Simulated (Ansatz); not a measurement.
# K2Pt (Fm-3m): phonons and vibrational spectra

How does K2Pt (Fm-3m) vibrate, and is this structure a minimum?

Main program and level: Ansatz 0.2.0; DFT PBEsol, scalar-relativistic, plane waves, PAW; PAW set soft_1.

Most raw output is cut from this account.

**1. Starting point**

Symmetry: Fm-3m, No. 225, cubic system. The conventional cell has a = 7.563 Å, b = 7.563 Å, c = 7.563 Å, α = 90.00°, β = 90.00°, γ = 90.00°. Nearest to K lie 4 Pt at 3.27 Å. Nearest to Pt lie 8 K at 3.27 Å. Farther neighbours are not listed.

As a file:

```cif
data_structure
_symmetry_space_group_name_H-M 'P 1'
_symmetry_Int_Tables_number 1
_cell_length_a 5.3478
_cell_length_b 5.3478
_cell_length_c 5.3478
_cell_angle_alpha 60.000
_cell_angle_beta 60.000
_cell_angle_gamma 60.000
_cell_volume 108.15
loop_
_atom_site_label
_atom_site_type_symbol
_atom_site_fract_x
_atom_site_fract_y
_atom_site_fract_z
_atom_site_occupancy
K1 K 0.75000 0.75000 0.75000 1
K2 K 0.25000 0.25000 0.25000 1
Pt3 Pt 0.00000 0.00000 0.00000 1
```

**2. Bringing the structure to rest**

Harmonic phonons are second derivatives at a point where the forces vanish, and they are wanted at zero stress, so atoms and cell are relaxed first.

The input, input.yaml:

```yaml
crystal:
  lattice:
    - [0.0, 3.78146314, 3.78146314]
    - [3.78146314, 0.0, 3.78146314]
    - [3.78146314, 3.78146314, 0.0]
  atoms:
    - { symbol: K, position: [0.75, 0.75, 0.75] }
    - { symbol: K, position: [0.25, 0.25, 0.25] }
    - { symbol: Pt, position: [0.0, 0.0, 0.0] }
kpoints:
  mp_grid: { grid: [6, 6, 6] }
hamiltonian:
  xc: pbesol
  pseudopotentials: { kind: paw, azcp: { folder: soft_1 }, xc_functional: pbe }
scf:
  occupations: { method: gaussian, width: 0.02 }
output:
  forces: true
  stress: true
  eigenvalues: true
  write_density: true
  write_potential: true
  elf: true
  volumetric_format: npy
relax:
  adjacent_minimum: "off"
  f_tol: 0.005
  max_steps: 80
  cell: { stress_tol: 0.05 }
```

Started as:

```bash
$ ansatz run input.yaml --threads 4 --pin off --max-ram 10240MiB --backend cpu --events-out ev --progress --plain --runs-dir out
```

Wall time 3.3 s (4 threads of Arm Neoverse V1, shared host); peak memory 0.39 GiB.

The steps of the relaxation:

```csv
step,energy less that of the first step (eV),largest force component (eV/Å),pressure (GPa),volume (Å³)
1,0.0000,0.0000,-0.54,108.15
2,-0.0046,0.0000,-0.30,106.42
3,-0.0066,0.0000,0.02,104.32
4*,-0.0064,0.0000,0.02,104.32
```

Relaxation steps marked * repeat the geometry before them on a plane-wave basis chosen anew for their cell, so energy and pressure can jump there.

Forces are held to the 48 operations that the run works with; a distortion that breaks them can't arise in this run.

| conventional cell, symmetrised | before | after | change |
| --- | --- | --- | --- |
| a (Å) | 7.563 | 7.473 | -1.2 % |
| b (Å) | 7.563 | 7.473 | -1.2 % |
| c (Å) | 7.563 | 7.473 | -1.2 % |
| volume (Å³/atom) | 36.05 | 34.77 | -3.5 % |

Final coordinates:

```cif
data_structure
_symmetry_space_group_name_H-M 'P 1'
_symmetry_Int_Tables_number 1
_cell_length_a 5.2840
_cell_length_b 5.2840
_cell_length_c 5.2840
_cell_angle_alpha 60.000
_cell_angle_beta 60.000
_cell_angle_gamma 60.000
_cell_volume 104.32
loop_
_atom_site_label
_atom_site_type_symbol
_atom_site_fract_x
_atom_site_fract_y
_atom_site_fract_z
_atom_site_occupancy
K1 K 0.75000 0.75000 0.75000 1
K2 K 0.25000 0.25000 0.25000 1
Pt3 Pt 0.00000 0.00000 0.00000 1
```

Numbers from this step:

```
pressure           : 0.02127 GPa
gap on the k-mesh  : 1.403 eV
volume per atom    : 34.77 Å³
direct gap on mesh : 1.471 eV
```

Electrostatic potential energy in the ac plane of a cell with a along [110], b along [-110] and c along [001] of the cube at fractional y = 0.000, with atoms of K and Pt within 0.2 Å of it. With pseudopotentials it is smooth inside the atoms' cores, unlike the true potential.

Values in eV, 11 rows by 16 columns, each cell a mean:
```
-46  -8   8   6   6   8   0 -41 -46  -8   8   6   6   8   0 -41
 -1   7   5 -11 -14   2   7   1  -1   7   5 -11 -14   2   7   1
  9   8  -1 -36 -41  -8   7   9   9   8  -1 -36 -41  -8   7   9
  9   8   3 -19 -24  -1   7   8   9   8   3 -19 -24  -1   7   8
  8   8   7   4   4   6   8   8   8   8   7   4   4   6   8   8
  8   8   8   7   7   8   8   8   8   8   8   7   7   8   8   8
  8   8   6   2   0   5   8   8   8   8   6   2   0   5   8   8
  9   8   1 -27 -33  -4   7   9   9   8   1 -27 -33  -4   7   9
  8   8   0 -33 -38  -7   7   8   8   8   0 -33 -38  -7   7   8
-11   5   6  -3  -6   5   6  -7 -11   5   6  -3  -6   5   6  -7
-50 -13   8   7   7   8  -2 -46 -50 -13   8   7   7   8  -2 -46
```
Columns run along a (10.6 Å; values clipped at the 3rd and 97th percentile), rows up along c (7.5 Å), edges of the conventional cell, whose origin can differ from the input's. Atoms in or near the plane, at fractional coordinates: K at (0.25, 0.75), K at (0.75, 0.75), K at (0.25, 0.25), K at (0.75, 0.25), Pt at (0.00, 0.00), Pt at (0.50, 0.00).

ELF in the ac plane of a cell with a along [110], b along [-110] and c along [001] of the cube at fractional y = 0.000, with atoms of K and Pt within 0.2 Å of it. It is the smooth field of the valence electrons, not physical close to the nuclei.

Values, 11 rows by 16 columns, each cell a mean:
```
0.55 0.42 0.23 0.09 0.11 0.17 0.38 0.53 0.55 0.42 0.23 0.09 0.11 0.17 0.38 0.53
0.38 0.30 0.18 0.68 0.74 0.29 0.23 0.38 0.38 0.30 0.18 0.68 0.74 0.29 0.23 0.38
0.33 0.13 0.46 0.81 0.76 0.64 0.10 0.30 0.33 0.13 0.46 0.81 0.76 0.64 0.10 0.30
0.11 0.03 0.37 0.81 0.84 0.53 0.04 0.09 0.11 0.03 0.37 0.81 0.84 0.53 0.04 0.09
0.02 0.01 0.05 0.22 0.25 0.07 0.01 0.02 0.02 0.01 0.05 0.22 0.25 0.07 0.01 0.02
0.01 0.02 0.02 0.02 0.02 0.02 0.02 0.01 0.01 0.02 0.02 0.02 0.02 0.02 0.02 0.01
0.03 0.01 0.09 0.39 0.44 0.16 0.02 0.02 0.03 0.01 0.09 0.39 0.44 0.16 0.02 0.02
0.17 0.05 0.44 0.84 0.82 0.62 0.06 0.14 0.17 0.05 0.44 0.84 0.82 0.62 0.06 0.14
0.35 0.17 0.40 0.81 0.79 0.59 0.12 0.34 0.35 0.17 0.40 0.81 0.79 0.59 0.12 0.34
0.42 0.33 0.16 0.51 0.60 0.18 0.28 0.40 0.42 0.33 0.16 0.51 0.60 0.18 0.28 0.40
0.57 0.43 0.28 0.06 0.04 0.21 0.39 0.56 0.57 0.43 0.28 0.06 0.04 0.21 0.39 0.56
```
Columns run along a (10.6 Å), rows up along c (7.5 Å), edges of the conventional cell, whose origin can differ from the input's. Atoms in or near the plane, at fractional coordinates: K at (0.25, 0.75), K at (0.75, 0.75), K at (0.25, 0.25), K at (0.75, 0.25), Pt at (0.00, 0.00), Pt at (0.50, 0.00).

Valence density in the ac plane of a cell with a along [110], b along [-110] and c along [001] of the cube at fractional y = 0.000, with atoms of K and Pt within 0.2 Å of it. It is the smooth field of the valence electrons, not physical close to the nuclei.

Values in units of 1e0 e/Å³, 11 rows by 16 columns, each cell a mean:
```
6.4 1.1 0.1 0.1 0.1 0.1 0.6 5.1 6.4 1.1 0.1 0.1 0.1 0.1 0.6 5.1
0.6 0.2 0.2 1.0 1.3 0.3 0.2 0.5 0.6 0.2 0.2 1.0 1.3 0.3 0.2 0.5
0.1 0.1 0.4 3.2 3.8 0.8 0.1 0.1 0.1 0.1 0.4 3.2 3.8 0.8 0.1 0.1
0.0 0.0 0.2 1.6 2.1 0.4 0.0 0.0 0.0 0.0 0.2 1.6 2.1 0.4 0.0 0.0
0.0 0.0 0.0 0.1 0.1 0.0 0.0 0.0 0.0 0.0 0.0 0.1 0.1 0.0 0.0 0.0
0.0 0.0 0.0 0.0 0.0 0.0 0.0 0.0 0.0 0.0 0.0 0.0 0.0 0.0 0.0 0.0
0.0 0.0 0.0 0.2 0.3 0.1 0.0 0.0 0.0 0.0 0.0 0.2 0.3 0.1 0.0 0.0
0.0 0.0 0.3 2.3 2.8 0.6 0.0 0.0 0.0 0.0 0.3 2.3 2.8 0.6 0.0 0.0
0.1 0.1 0.4 2.9 3.4 0.7 0.1 0.1 0.1 0.1 0.4 2.9 3.4 0.7 0.1 0.1
1.3 0.3 0.1 0.5 0.7 0.2 0.2 1.1 1.3 0.3 0.1 0.5 0.7 0.2 0.2 1.1
8.2 1.5 0.1 0.0 0.0 0.1 0.7 6.5 8.2 1.5 0.1 0.0 0.0 0.1 0.7 6.5
```
Columns run along a (10.6 Å), rows up along c (7.5 Å), edges of the conventional cell, whose origin can differ from the input's. Atoms in or near the plane, at fractional coordinates: K at (0.25, 0.75), K at (0.75, 0.75), K at (0.25, 0.25), K at (0.75, 0.25), Pt at (0.00, 0.00), Pt at (0.50, 0.00).

In this step the volume went from 36.05 to 34.77 Å³/atom.

**3. Relaxing to small forces for the phonons**

Phonons need a cell at rest on their own settings, so the relaxation is repeated with tight tolerances on forces and stress, using the mesh and the filling of the phonon run that follows.

The input, input.yaml:

```yaml
crystal:
  lattice:
    - [0.0, 3.7363508026, 3.7363508026]
    - [3.7363508026, 0.0, 3.7363508026]
    - [3.7363508026, 3.7363508026, 0.0]
  atoms:
    - { symbol: K, position: [0.75, 0.75, 0.75] }
    - { symbol: K, position: [0.25, 0.25, 0.25] }
    - { symbol: Pt, position: [0.0, 0.0, 0.0] }
kpoints:
  mp_grid: { grid: [8, 8, 8] }
hamiltonian:
  xc: pbesol
  pseudopotentials: { kind: paw, azcp: { folder: soft_1 }, xc_functional: pbe }
scf:
  occupations: { method: fixed }
output:
  forces: true
  stress: true
  eigenvalues: true
relax:
  adjacent_minimum: "off"
  f_tol: 0.001
  max_steps: 60
  cell: { stress_tol: 0.01 }
```

Wall time 4.4 s (4 threads); peak memory 0.43 GiB; 16 s of CPU time.

Little changed from the start: no atom moved by 0.005 Å and no cell edge by 0.1 %.

Numbers from this step:

- pressure: 6.65e-5 GPa
- gap on the k-mesh: 1.401 eV
- volume per atom: 34.82 Å³
- direct gap on mesh: 1.469 eV

The forces vanish by symmetry and the pressure is 0.000 GPa, within the tolerances set. The cell now holds 34.82 Å³/atom.

**4. Modes at Γ**

The zone centre comes first: it holds the modes that light can see, as far as symmetry allows. The response to a homogeneous field gives the Born charges and the dielectric tensor, and its change with displacement the Raman tensors.

input.yaml, the sections that differ from step 3:

```yaml
crystal:
  lattice:
    - [0.0, 3.7379195423, 3.7379195423]
    - [3.7379195423, 0.0, 3.7379195423]
    - [3.7379195423, 3.7379195423, 0.0]
  atoms:
    - { symbol: K, position: [0.75, 0.75, 0.75] }
    - { symbol: K, position: [0.25, 0.25, 0.25] }
    - { symbol: Pt, position: [0.0, 0.0, 0.0] }
output:
  eigenvalues: true
phonons:
  method: dfpt
  dielectric: true
  rigid_motions: translations
  raman: true
# kpoints, hamiltonian, scf: as in step 3
# relax: removed
```

The job ended after 3.2 min (4 threads; peak memory 1.3 GiB).

This step gave:

```yaml
sum_rule_residual_before_enforcement: 5.93e-5 eV/Å²
miss_of_the_charge_sum_rule: 8.34e-4 e
estimated_error_of_the_dielectric_tensor: 0.01388
estimated_error_of_the_born_charges: 0.01988 e
point_group: m-3m
highest_optical_mode_at_the_zone_centre_no_lo_to_term: 118.3 cm⁻¹
lowest_optical_zone_centre_mode: 92.8 cm⁻¹
mean_high_frequency_dielectric_constant: 5.001
largest_born_charge_third_of_the_trace: -1.892 e
mean_static_dielectric_constant: 8.509
top_of_the_zone_centre_spectrum_with_the_field: 121.0 cm⁻¹
```

Without the LO-TO term. Patterns of degenerate modes are one choice out of their space. Modes at Γ, with each element's share of the kinetic energy:

| mode | frequency (cm⁻¹) | symmetry | K % | Pt % |
| --- | --- | --- | --- | --- |
| 1 | 0.0 | acoustic | 29 | 71 |
| 2 | 0.0 | acoustic | 29 | 71 |
| 3 | 0.0 | acoustic | 29 | 71 |
| 4 | 92.8 | T1u | 71 | 29 |
| 5 | 92.8 | T1u | 71 | 29 |
| 6 | 92.8 | T1u | 71 | 29 |
| 7 | 118.3 | T2g | 100 | 0 |
| 8 | 118.3 | T2g | 100 | 0 |
| 9 | 118.3 | T2g | 100 | 0 |

Displacements in mode 6 (92.8 cm⁻¹), the largest set to 1:
```
K1   0.00  0.13  1.00
K2   0.00  0.13  1.00
Pt3  0.00 -0.05 -0.40
```

Displacements in mode 9 (118.3 cm⁻¹), the largest set to 1:
```
K1   0.00  0.60  1.00
K2   0.00 -0.60 -1.00
Pt3  0.00  0.00  0.00
```

Optical modes at the zone centre, without and with the macroscopic field of the longitudinal modes; each column is sorted by frequency, so a row need not hold one and the same mode. Modes with and without the field, by row:

| rank among optical modes | no field (cm⁻¹) | q along (1, 0, 0) (cm⁻¹) |
| --- | --- | --- |
| 1 | 92.8 | 92.8 |
| 2 | 92.8 | 92.8 |
| 3 | 92.8 | 118.3 |
| 4 | 118.3 | 118.3 |
| 5 | 118.3 | 118.3 |
| 6 | 118.3 | 121 |

Born charge (rows field, columns displacement) (e), principal values of the symmetric part by kind of site:

| atom | atoms with these values | low | middle | high | mean |
| --- | --- | --- | --- | --- | --- |
| K1 | 2 | 0.95 | 0.95 | 0.95 | 0.95 |
| Pt3 | 1 | -1.89 | -1.89 | -1.89 | -1.89 |

In full for K1:

```
0.95 0.00 0.00
0.00 0.95 0.00
0.00 0.00 0.95
```

High-frequency dielectric tensor:

```
5.00 0.00 0.00
0.00 5.00 0.00
0.00 0.00 5.00
```

Static dielectric tensor (ions relaxed, fixed cell):

```
8.51 0.00 0.00
0.00 8.51 0.00
0.00 0.00 8.51
```

Transverse modes. Lines of the infrared spectrum (strongest = 100):

```csv
position (cm⁻¹),label,relative intensity
93,T1u,100
118,T2g,0.0
```

Activity x (w_L - w)^4 (n + 1)/w, 532 nm, 300 K; the tensors are static ones, while 532 nm light lies above the computed direct gap, where resonance would change the heights; modes without the macroscopic field alone. Raman lines, with heights relative to the strongest:

```csv
position (cm⁻¹),label,relative intensity
93,T1u,0.0
118,T2g,100
```

Before it was imposed, the acoustic sum rule was missed by 5.9e-5 eV/Å² and the charge sum rule by 8.3e-4 e. Small misses are needed for a sound result but don't prove that mesh and cutoff are converged. The lowest optical mode is real, 92.8 cm⁻¹.

**5. Phonons on a q mesh**

Stability and thermal properties need the whole zone. Linear response on a 4×4×4 q mesh gives force constants as far as a supercell of that size would, and the tensors from the zone-centre run are typed in so that the long-range dipole term is interpolated apart.

input.yaml, the sections that differ from step 4:

```yaml
phonons:
  method: dfpt
  qmesh: [4, 4, 4]
  temperatures: { t_max: 1000, t_step: 50 }
  qpath:
    path:
      - [[0.0, 0.0, 0.0], [0.5, 0.0, 0.5], [0.625, 0.25, 0.625]]
      - [[0.375, 0.375, 0.75], [0.0, 0.0, 0.0], [0.5, 0.5, 0.5], [0.5, 0.25, 0.75], [0.5, 0.0, 0.5]]
    npoints: 10
  non_analytic_term:
    high_frequency_dielectric_tensor: [[5.0007, 0.0, 0.0], [0.0, 5.0007, 0.0], [0.0, 0.0, 5.0007]]
    born_effective_charges:
      - { species: K, tensor: [[0.946, 0.0, 0.0], [0.0, 0.946, 0.0], [0.0, 0.0, 0.946]] }
      - { species: K, tensor: [[0.946, 0.0, 0.0], [0.0, 0.946, 0.0], [0.0, 0.0, 0.946]] }
      - { species: Pt, tensor: [[-1.892, 0.0, 0.0], [0.0, -1.892, 0.0], [0.0, 0.0, -1.892]] }
    source: "zone-centre run at this cell"
# crystal, kpoints, hamiltonian, scf, output: as in step 4
```

Wall time 4.8 min (4 threads); peak memory 2.6 GiB; 19 min of CPU time.

This step gave:

```
sum-rule residual before enforcement                    : 4.25e-5 eV/Å²
lowest frequency on the path                            : 0 cm⁻¹
highest frequency on the path or at a solved wavevector : 151.5 cm⁻¹
mean frequency                                          : 85 cm⁻¹
Debye temperature (second moment)                       : 170 K
logarithmic mean frequency                              : 76.6 cm⁻¹
lowest mode on the q mesh (acoustic modes at Γ apart)   : 24.74 cm⁻¹
zero-point energy per atom                              : 15.8 meV
heat capacity at 300 K                                  : 24.55 J/(mol atoms K)
vibrational entropy at 300 K                            : 50.14 J/(mol atoms K)
```

Frequencies (cm⁻¹) solved at each irreducible wavevector; negative means imaginary. Frequencies by wavevector, by row:

```
q in reciprocal lattice units  star  mode 1  mode 2  mode 3  mode 4  mode 5  mode 6  mode 7  mode 8  mode 9
                        0 0 0     1       0       0       0    92.8    92.8    92.8   118.3   118.3   118.3
                     0 0 0.25     8    24.7    24.7    43.2    95.9    95.9   109.8     114     114   124.1
                     0 0 -0.5     4    34.7    34.7    63.1   104.2   104.2   104.3   104.4   104.4   122.7
                  0 0.25 0.25     6    27.4    27.4    48.4    85.3    85.3    94.8   121.6   121.6   135.4
                  0 0.25 -0.5    24    39.7      46    59.3    76.3    84.5      86   119.4   121.6   138.8
                 0 0.25 -0.25    12    36.8    40.5    55.9    78.4    98.1    99.6   109.5   118.9   132.4
                  0 -0.5 -0.5     3    46.1    46.1    61.6    62.4      73      73   124.7   124.7   151.5
              0.25 -0.5 -0.25     6    49.2    54.9    54.9    66.1    68.9   102.7   102.7   133.5   139.6
```

Interpolated from a 4×4×4 q mesh, with the LO-TO term (at Γ the limit along the path; where Γ stands inside the path, tables give the limit on arrival). Phonon branches along the path, in cm⁻¹:

```csv
point,branch 1,branch 2,branch 3,branch 4,branch 5,branch 6,branch 7,branch 8,branch 9
Γ,0,0,0,93,93,118,118,118,121
halfway,27,27,48,85,85,95,122,122,135
X,46,46,62,62,73,73,125,125,152
halfway,45,49,60,63,75,76,124,124,149
U,44,54,56,67,81,82,120,123,144
jump to K,44,54,56,67,81,82,120,123,144
halfway,30,31,49,84,103,106,108,118,128
Γ,0,0,0,93,93,118,118,118,121
halfway,25,25,43,96,96,110,114,114,124
L,35,35,63,104,104,104,104,104,123
halfway,40,45,61,80,83,104,105,125,134
W,49,55,55,66,69,103,103,134,140
halfway,48,49,60,63,72,83,119,128,147
X,46,46,62,62,73,73,125,125,152
```

Tetrahedra on a 16×16×16 mesh, mean over bins of 2 cm-1. Interpolated from a 4×4×4 q mesh. The phonon density of states by wavenumber; read off at these points:

| wavenumber (cm⁻¹) | phonon density of states (1/cm⁻¹/cell) |
| --- | --- |
| 1.0 | 3.0e-5 |
| 7.0 | 0.00145 |
| 11.0 | 0.00367 |
| 17.0 | 0.0097 |
| 21.0 | 0.0157 |
| 27.0 | 0.0297 |
| 33.0 | 0.0604 |
| 37.0 | 0.0979 |
| 43.0 | 0.104 |
| 47.0 | 0.0814 |
| 53.0 | 0.0490 |
| 57.0 | 0.110 |
| 59.0 | 0.157 |
| 63.0 | 0.0194 |
| 69.0 | 0.0315 |
| 73.0 | 0.0609 |
| 79.0 | 0.0782 |
| 83.0 | 0.0842 |
| 89.0 | 0.0910 |
| 91.0 | 0.0936 |
| 95.0 | 0.0822 |
| 99.0 | 0.0819 |
| 105.0 | 0.0325 |
| 109.0 | 0.0852 |
| 115.0 | 0.0858 |
| 119.0 | 0.124 |
| 125.0 | 0.128 |
| 131.0 | 0.0639 |
| 135.0 | 0.0474 |
| 141.0 | 0.0365 |
| 145.0 | 0.0218 |
| 151.0 | 0.0033 |

(Continued in part 2 of 2.)

[Logs are printed without paths, hosts, clocks, repeated set-up lines and the standing remarks that a program may print on its own settings, such as how far it seeks lower states.]

[Hosts, paths, dates, database ids (printed as entryN), source tags and the programs' standing remarks are cut or masked in the printed files.]
